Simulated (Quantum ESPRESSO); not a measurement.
# Nb (Im-3m): from the cell to the phonon bands, part 2 of 3

How does Nb (Im-3m) vibrate, and is this structure a minimum?

Quantum ESPRESSO 7.5; DFT LDA, scalar-relativistic, plane waves, PseudoDojo norm-conserving pseudopotentials.

So far. Step 2 (A first look): No gap opens on this mesh, so smearing is kept; the start stands at -12 GPa. Step 4 (Self-consistent run for the response): The cell stands at -0.038 GPa, close enough for phonons. The relaxed cell has a = 3.249 Å (conventional setting).

The database entry behind the starting cell differs from later determinations by our own check (about 0.8 % long, hydrogen-cycled sample), so it need not match the best structure at ambient conditions.

## (7) Linear response on the mesh

Linear response treats each wavevector in the unit cell, with no supercell; the 4×4×4 mesh fixes the range of the force constants to be had. The change of the potential is kept for the electron-phonon matrix elements.

The input, ph.in:

```
phonons
&INPUTPH
  prefix          = 'x'
  outdir          = './tmp'
  fildyn          = 'x.dyn'
  tr2_ph          = 1.0d-18
  alpha_mix(1)    = 0.4
  nmix_ph         = 8
  ldisp           = .true.
  nq1             = 4
  nq2             = 4
  nq3             = 4
  electron_phonon = 'interpolated'
  fildvscf        = 'dvscf'
  el_ph_sigma     = 0.005
  el_ph_nsigma    = 10
/
```

Launch:

```
$ OMP_NUM_THREADS=1 mpirun -n 4 ph.x -nk 4 -in ph.in > ph.out
```

The log of the run:

```text
[banners, grids, parts of the stress and lines that vanish by symmetry left out]
[banner, memory and clock lines left out]
Program PHONON v.7.5

     ./tmp/x.save/

     IMPORTANT: XC functional enforced from input :
     Exchange-correlation= PW
                           (   1   4   0   0   0   0   0)
     Any further DFT definition will be discarded
     Please, verify this is what you really want

     G-vector sticks info

     Reading collected, re-writing distributed wavefunctions in ./tmp/

     Dynamical matrices for ( 4, 4, 4)  uniform grid of q-points
     (   8 q-points):
       N         xq(1)         xq(2)         xq(3)
       1   0.000000000   0.000000000   0.000000000
       2   0.216506351   0.216506351   0.000000000
[...]
Number and degeneracy of irreps per q-point
       N         xq(1)         xq(2)         xq(3)   N irreps
       1   0.000000000   0.000000000   0.000000000       1
        3
       2   0.216506351   0.216506351   0.000000000       3
     No degeneracy
[...]
No degeneracy
[...]
No degeneracy
[...]
3
[...]
1   2
       7  -0.866025404  -0.216506351  -0.216506351       3
     No degeneracy
       8  -0.866025404  -0.866025404  -0.866025404       1
        3

     Saving dvscf to file. Distribute only q points, not irreducible representations.

     Calculation of q =    0.0000000   0.0000000   0.0000000

     phonons

     bravais-lattice index     =            0
     lattice parameter (alat)  =       5.3172  a.u.
     unit-cell volume          =     115.7278 (a.u.)^3
     number of atoms/cell      =            1
     number of atomic types    =            1
     kinetic-energy cut-off    =      82.0000  Ry
     charge density cut-off    =     328.0000  Ry
     convergence threshold     =      1.0E-18
     beta                      =       0.4000
     number of iterations used =            8
     Exchange-correlation= PW
                           (   1   4   0   0   0   0   0)

     celldm(1)=    5.31724  celldm(2)=    0.00000  celldm(3)=    0.00000
     celldm(4)=    0.00000  celldm(5)=    0.00000  celldm(6)=    0.00000

     crystal axes: (cart. coord. in units of alat)
               a(1) = ( -0.5774  0.5774  0.5774 )
               a(2) = (  0.5774 -0.5774  0.5774 )
               a(3) = (  0.5774  0.5774 -0.5774 )

     reciprocal axes: (cart. coord. in units 2 pi/alat)
               b(1) = (  0.0000  0.8660  0.8660 )
               b(2) = (  0.8660  0.0000  0.8660 )
               b(3) = (  0.8660  0.8660  0.0000 )

     Atoms inside the unit cell:

     Cartesian axes

     site n.  atom      mass           positions (alat units)
        1  Nb     92.9064   tau(    1) = (    0.00000    0.00000    0.00000  )

     Computing dynamical matrix for
                    q = (   0.0000000   0.0000000   0.0000000 )

     49 Sym.Ops. (with q -> -q+G )

     G cutoff =  234.9023  (  11537 G-vectors)     FFT grid: ( 32, 32, 32)

     number of k points=   145  Marzari-Vanderbilt smearing, width (Ry)=  0.0200

     PseudoPot. # 1 for Nb read from file:
     ./pseudo/Nb.upf
     Pseudo is Norm-conserving + core correction, Zval = 13.0

     Mode symmetry, O_h (m-3m)  point group:

     Atomic displacements:
     There are    1 irreducible representations

     Representation     1      3 modes -  To be done

     Alpha used in Ewald sum =   2.8000

     Representation #   1 modes #   1   2   3

     Self-consistent Calculation
      iter #   1   av.it.:   7.3
      thresh= 1.000E-02 alpha_mix =  0.400 |ddv_scf|^2 =  2.694E-06
      iter #   2   av.it.:  10.6
      thresh= 1.641E-04 alpha_mix =  0.400 |ddv_scf|^2 =  2.923E-07
[...]
End of self-consistent calculation

     Convergence has been achieved

     Number of q in the star =    1
     List of q in the star:
[...]
Diagonalizing the dynamical matrix

     q = (    0.000000000   0.000000000   0.000000000 )

 **************************************************************************
     freq (    1) =      -0.008948 [THz] =      -0.298480 [cm-1]
     freq (    2) =      -0.008948 [THz] =      -0.298480 [cm-1]
     freq (    3) =      -0.008948 [THz] =      -0.298480 [cm-1]
 **************************************************************************

     Mode symmetry, O_h (m-3m)  point group:

     freq (   1-   3) =         -0.3  [cm-1]   --> T_1u G_15  G_4- I
     Electron-phonon interaction  ...

     [... narrower broadenings left out ...]
     Gaussian Broadening:   0.020 Ry, ngauss=   0
     DOS =  9.556593 states/spin/Ry/Unit Cell at Ef= 18.775972 eV
     lambda(    1)=  0.0000   gamma=    0.00 GHz
     lambda(    2)=  0.0000   gamma=    0.00 GHz
     lambda(    3)=  0.0000   gamma=    0.00 GHz
     [... wider broadenings left out ...]

     Number of q in the star =    1
     List of q in the star:
[...]
Calculation of q =    0.2165064   0.2165064   0.0000000
     [... set-up and bands at k+q left out ...]

     Mode symmetry, C_2v (mm2)  point group:

     Atomic displacements:
     There are    3 irreducible representations

     Representation     1      1 modes -  To be done

[...]
Message from routine init_vloc:
     Interpolation table for Vloc re-allocated

     Alpha used in Ewald sum =   2.8000

     Representation #   1 mode #   1

     Self-consistent Calculation

[...]
[... iterations left out ...]
[...]
End of self-consistent calculation

     Convergence has been achieved

     Representation #   2 mode #   2

[...]
[... iterations left out ...]
[...]
Convergence has been achieved

[...]
Convergence has been achieved

[...]
Diagonalizing the dynamical matrix

     q = (    0.216506351   0.216506351   0.000000000 )

[...]
freq (    1) =       1.982104 [THz] =      66.115865 [cm-1]
     freq (    2) =       2.957078 [THz] =      98.637505 [cm-1]
     freq (    3) =       4.226010 [THz] =     140.964504 [cm-1]
[...]
Mode symmetry, C_2v (mm2)  point group:

     freq (   1-   1) =         66.1  [cm-1]   --> B_2  D_4  S_4
     freq (   2-   2) =         98.6  [cm-1]   --> B_1  D_3  S_3
     freq (   3-   3) =        141.0  [cm-1]   --> A_1  D_1  S_1
     Electron-phonon interaction  ...

     [... narrower broadenings left out ...]
     Gaussian Broadening:   0.020 Ry, ngauss=   0
     DOS =  9.556593 states/spin/Ry/Unit Cell at Ef= 18.775972 eV
     lambda(    1)=  0.6981   gamma=   25.03 GHz
     lambda(    2)=  0.2348   gamma=   18.74 GHz
     lambda(    3)=  0.3877   gamma=   63.19 GHz
     [... wider broadenings left out ...]

[...]
[... set-up and bands at k+q left out ...]

     Mode symmetry, D_2h (mmm)  point group:

[...]
Convergence has been achieved

[...]
Convergence has been achieved

[...]
Convergence has been achieved

[...]
q = (   -0.433012702  -0.433012702   0.000000000 )

[...]
freq (    1) =       4.194870 [THz] =     139.925813 [cm-1]
     freq (    2) =       4.994513 [THz] =     166.599030 [cm-1]
     freq (    3) =       5.555835 [THz] =     185.322701 [cm-1]
[...]
Mode symmetry, D_2h (mmm)  point group:

     freq (   1-   1) =        139.9  [cm-1]   --> B_2u
     freq (   2-   2) =        166.6  [cm-1]   --> B_1u
     freq (   3-   3) =        185.3  [cm-1]   --> B_3u
[...]
lambda(    1)=  0.4036   gamma=   64.82 GHz
     lambda(    2)=  0.3077   gamma=   70.04 GHz
     lambda(    3)=  0.6211   gamma=  174.96 GHz
[...]
Mode symmetry, C_s (m)     point group:

[...]
Convergence has been achieved

[...]
Convergence has been achieved

[...]
Convergence has been achieved

[...]
q = (    0.433012702   0.216506351   0.216506351 )

[...]
freq (    1) =       3.686887 [THz] =     122.981321 [cm-1]
     freq (    2) =       3.769971 [THz] =     125.752710 [cm-1]
     freq (    3) =       6.172966 [THz] =     205.907986 [cm-1]
[...]
Mode symmetry, C_s (m)     point group:

     freq (   1-   1) =        123.0  [cm-1]   --> A''
     freq (   2-   2) =        125.8  [cm-1]   --> A'
     freq (   3-   3) =        205.9  [cm-1]   --> A'
[...]
lambda(    1)=  0.5855   gamma=   72.63 GHz
     lambda(    2)=  0.4576   gamma=   59.36 GHz
     lambda(    3)=  0.1652   gamma=   57.45 GHz
[...]
Mode symmetry, T_d (-43m)  point group:

[...]
Representation #   1 modes #   1   2   3

[...]
Convergence has been achieved

[...]
q = (    0.433012702   0.433012702   0.433012702 )

[...]
freq (    1) =       5.097555 [THz] =     170.036133 [cm-1]
     freq (    2) =       5.097555 [THz] =     170.036133 [cm-1]
     freq (    3) =       5.097555 [THz] =     170.036133 [cm-1]
[...]
Mode symmetry, T_d (-43m)  point group:

     freq (   1-   3) =        170.0  [cm-1]   --> T_2  G_15 P_4
[...]
lambda(    1)=  0.3592   gamma=   85.18 GHz
     lambda(    2)=  0.3580   gamma=   84.90 GHz
     lambda(    3)=  0.3564   gamma=   84.52 GHz
[...]
Mode symmetry, C_4v (4mm)  point group:

[...]
Convergence has been achieved

     Representation #   2 modes #   2   3

[...]
Convergence has been achieved

[...]
q = (    0.000000000   0.000000000   0.433012702 )

[...]
freq (    1) =       3.129890 [THz] =     104.401892 [cm-1]
     freq (    2) =       3.129890 [THz] =     104.401892 [cm-1]
     freq (    3) =       6.153482 [THz] =     205.258076 [cm-1]
[...]
Mode symmetry, C_4v (4mm)  point group:

     freq (   1-   2) =        104.4  [cm-1]   --> E    G_5 D_5
     freq (   3-   3) =        205.3  [cm-1]   --> A_1  G_1 D_1
[...]
lambda(    1)=  0.7141   gamma=   63.84 GHz
     lambda(    2)=  0.7142   gamma=   63.85 GHz
     lambda(    3)=  0.2082   gamma=   71.96 GHz
[...]
Calculation of q =   -0.8660254  -0.2165064  -0.2165064
     [... set-up and bands at k+q left out ...]

     Mode symmetry, C_2v (mm2)  point group:

     Atomic displacements:
     There are    3 irreducible representations

[...]
Representation     3      1 modes -  To be done

     Alpha used in Ewald sum =   2.8000

[...]
Convergence has been achieved

     Representation #   2 mode #   2

[...]
Convergence has been achieved

     Representation #   3 mode #   3

     Self-consistent Calculation

[...]
[... iterations left out ...]
[...]
End of self-consistent calculation

     Convergence has been achieved

[...]
Diagonalizing the dynamical matrix

     q = (   -0.866025404  -0.216506351  -0.216506351 )

[...]
freq (    1) =       3.634067 [THz] =     121.219423 [cm-1]
     freq (    2) =       5.752103 [THz] =     191.869488 [cm-1]
     freq (    3) =       5.846628 [THz] =     195.022502 [cm-1]
[...]
Mode symmetry, C_2v (mm2)  point group:

     freq (   1-   1) =        121.2  [cm-1]   --> A_1  D_1  S_1
     freq (   2-   2) =        191.9  [cm-1]   --> B_1  D_3  S_3
     freq (   3-   3) =        195.0  [cm-1]   --> B_2  D_4  S_4
     Electron-phonon interaction  ...

     [... narrower broadenings left out ...]
     Gaussian Broadening:   0.020 Ry, ngauss=   0
     DOS =  9.556593 states/spin/Ry/Unit Cell at Ef= 18.775972 eV
     lambda(    1)=  0.7837   gamma=   94.45 GHz
     lambda(    2)=  0.1384   gamma=   41.79 GHz
     lambda(    3)=  0.3265   gamma=  101.84 GHz
     [... wider broadenings left out ...]

[...]
Calculation of q =   -0.8660254  -0.8660254  -0.8660254
     [... set-up and bands at k+q left out ...]

     Mode symmetry, O_h (m-3m)  point group:

     Atomic displacements:
     There are    1 irreducible representations

     Representation     1      3 modes -  To be done

     Message from routine init_vloc:
     Interpolation table for Vloc re-allocated

     Alpha used in Ewald sum =   2.8000

     Representation #   1 modes #   1   2   3

     Self-consistent Calculation

      iter #   1   av.it.:   7.9
      thresh= 1.000E-02 alpha_mix =  0.400 |ddv_scf|^2 =  1.810E-05

      [... iterations left out ...]
      iter #   9   av.it.:  11.8
      thresh= 5.041E-10 alpha_mix =  0.400 |ddv_scf|^2 =  1.829E-19

     End of self-consistent calculation

     Convergence has been achieved

     Number of q in the star =    1
     List of q in the star:
          1  -0.866025404  -0.866025404  -0.866025404

     Diagonalizing the dynamical matrix

     q = (   -0.866025404  -0.866025404  -0.866025404 )

 **************************************************************************
     freq (    1) =       6.563838 [THz] =     218.946059 [cm-1]
     freq (    2) =       6.563838 [THz] =     218.946059 [cm-1]
     freq (    3) =       6.563838 [THz] =     218.946059 [cm-1]
 **************************************************************************

     Mode symmetry, O_h (m-3m)  point group:

     freq (   1-   3) =        218.9  [cm-1]   --> T_1u G_15  G_4-
     Electron-phonon interaction  ...

     [... narrower broadenings left out ...]
     Gaussian Broadening:   0.020 Ry, ngauss=   0
     DOS =  9.556593 states/spin/Ry/Unit Cell at Ef= 18.775972 eV
     lambda(    1)=  0.1275   gamma=   50.14 GHz
     lambda(    2)=  0.1275   gamma=   50.12 GHz
     lambda(    3)=  0.1289   gamma=   50.70 GHz
     [... wider broadenings left out ...]

     Number of q in the star =    1
     List of q in the star:
          1  -0.866025404  -0.866025404  -0.866025404


[key lines of the parts left out:]
the Fermi energy is    18.7481 ev
```

Wall time 41 min (4 MPI ranks of Arm Neoverse V1, shared host); 2.7 h of CPU time.

Numbers from this step:

- largest acoustic frequency at the zone centre before the sum rule: -0.3 cm⁻¹
- lowest mode on the q mesh (acoustic ones at the zone centre apart): 66.12 cm⁻¹

Frequencies (cm⁻¹) at each irreducible wavevector; negative means imaginary. Frequencies by wavevector:

```
  q (fractions)  star  mode 1  mode 2  mode 3
          0 0 0     1    -0.3    -0.3    -0.3
       0 0 0.25    12   66.12   98.64     141
       0 0 -0.5     6   139.9   166.6   185.3
    0 0.25 0.25    24     123   125.8   205.9
 0.25 0.25 0.25     2     170     170     170
0.25 0.25 -0.25     6   104.4   104.4   205.3
 0.25 -0.5 -0.5    12   121.2   191.9     195
 -0.5 -0.5 -0.5     1   218.9   218.9   218.9
```

Couplings of single modes at a Gaussian broadening of 0.02 Ry, as ph.x prints them; it sets λ to zero for modes under 20 cm⁻¹. Mode couplings:

| q (fractions) | mode | frequency (cm⁻¹) | λ | linewidth γ (GHz) |
| --- | --- | --- | --- | --- |
| 0 0 0.25 | 1 | 66.12 | 0.6981 | 25.03 |
| 0 0 0.25 | 2 | 98.64 | 0.2348 | 18.74 |
| 0 0 0.25 | 3 | 141 | 0.3877 | 63.19 |
| 0 0 -0.5 | 1 | 139.9 | 0.4036 | 64.82 |
| 0 0 -0.5 | 2 | 166.6 | 0.3077 | 70.04 |
| 0 0 -0.5 | 3 | 185.3 | 0.6211 | 175 |
| 0 0.25 0.25 | 1 | 123 | 0.5855 | 72.63 |
| 0 0.25 0.25 | 2 | 125.8 | 0.4576 | 59.36 |
| 0 0.25 0.25 | 3 | 205.9 | 0.1652 | 57.45 |
| 0.25 0.25 0.25 | 1 | 170 | 0.3592 | 85.18 |
| 0.25 0.25 0.25 | 2 | 170 | 0.358 | 84.9 |
| 0.25 0.25 0.25 | 3 | 170 | 0.3564 | 84.52 |
| 0.25 0.25 -0.25 | 1 | 104.4 | 0.7141 | 63.84 |
| 0.25 0.25 -0.25 | 2 | 104.4 | 0.7142 | 63.85 |
| 0.25 0.25 -0.25 | 3 | 205.3 | 0.2082 | 71.96 |
| 0.25 -0.5 -0.5 | 1 | 121.2 | 0.7837 | 94.45 |
| 0.25 -0.5 -0.5 | 2 | 191.9 | 0.1384 | 41.79 |
| 0.25 -0.5 -0.5 | 3 | 195 | 0.3265 | 101.8 |
| -0.5 -0.5 -0.5 | 1 | 218.9 | 0.1275 | 50.14 |
| -0.5 -0.5 -0.5 | 2 | 218.9 | 0.1275 | 50.12 |
| -0.5 -0.5 -0.5 | 3 | 218.9 | 0.1289 | 50.7 |

The acoustic modes at Γ come out as far as 0.3 cm⁻¹ from zero, where they should vanish, a small numerical error.

## (8) Force constants in real space

The dynamical matrices of the mesh are Fourier-transformed to force constants in real space.

The input, q2r.in:

```
&INPUT
  fildyn = 'x.dyn'
  zasr   = 'crystal'
  flfrc  = 'x.fc'
  la2F   = .true.
/
```

Launch:

```
$ q2r.x < q2r.in > q2r.out
```

The log of the run:

```text
[banners, grids, parts of the stress and lines that vanish by symmetry left out]
[banner, memory and clock lines left out]
Program Q2R v.7.5

  reading grid info from file x.dyn0

  reading force constants from file x.dyn1
  Dielectric Tensor not found
  nqs=            1
 q=   0.00000000  0.00000000  0.00000000
  reading force constants from file x.dyn2
  nqs=           12
 q=   0.21650635  0.21650635 -0.00000000
[...]
reading force constants from file x.dyn7
  nqs=           12
[...]
q=  -0.21650635  0.21650635  0.86602540
  reading force constants from file x.dyn8
  nqs=            1
 q=  -0.86602540 -0.86602540 -0.86602540

      q-space grid ok, #points =   64

      fft-check success (sum of imaginary terms < 10^-12)

   Preparing gamma for a2F

 Broadening =      0.005
      q-space grid ok, #points =   64

      fft-check success (sum of imaginary terms < 10^-12)

 Broadening =      0.010
[...]
Broadening =      0.045
      q-space grid ok, #points =   64

      fft-check success (sum of imaginary terms < 10^-12)

 Broadening =      0.050
      q-space grid ok, #points =   64

      fft-check success (sum of imaginary terms < 10^-12)
```

Wall time 0.48 s (1 thread).

(Continued in part 3 of 3.)

[Host names and launcher messages were left out of these logs when they were recorded.]

[Logs are printed without paths, hosts, clocks, repeated set-up lines and the standing remarks that a program may print on its own settings, such as how far it seeks lower states.]

[Hosts, paths, dates, database ids (printed as entryN), source tags and the programs' standing remarks are cut or masked in the printed files.]
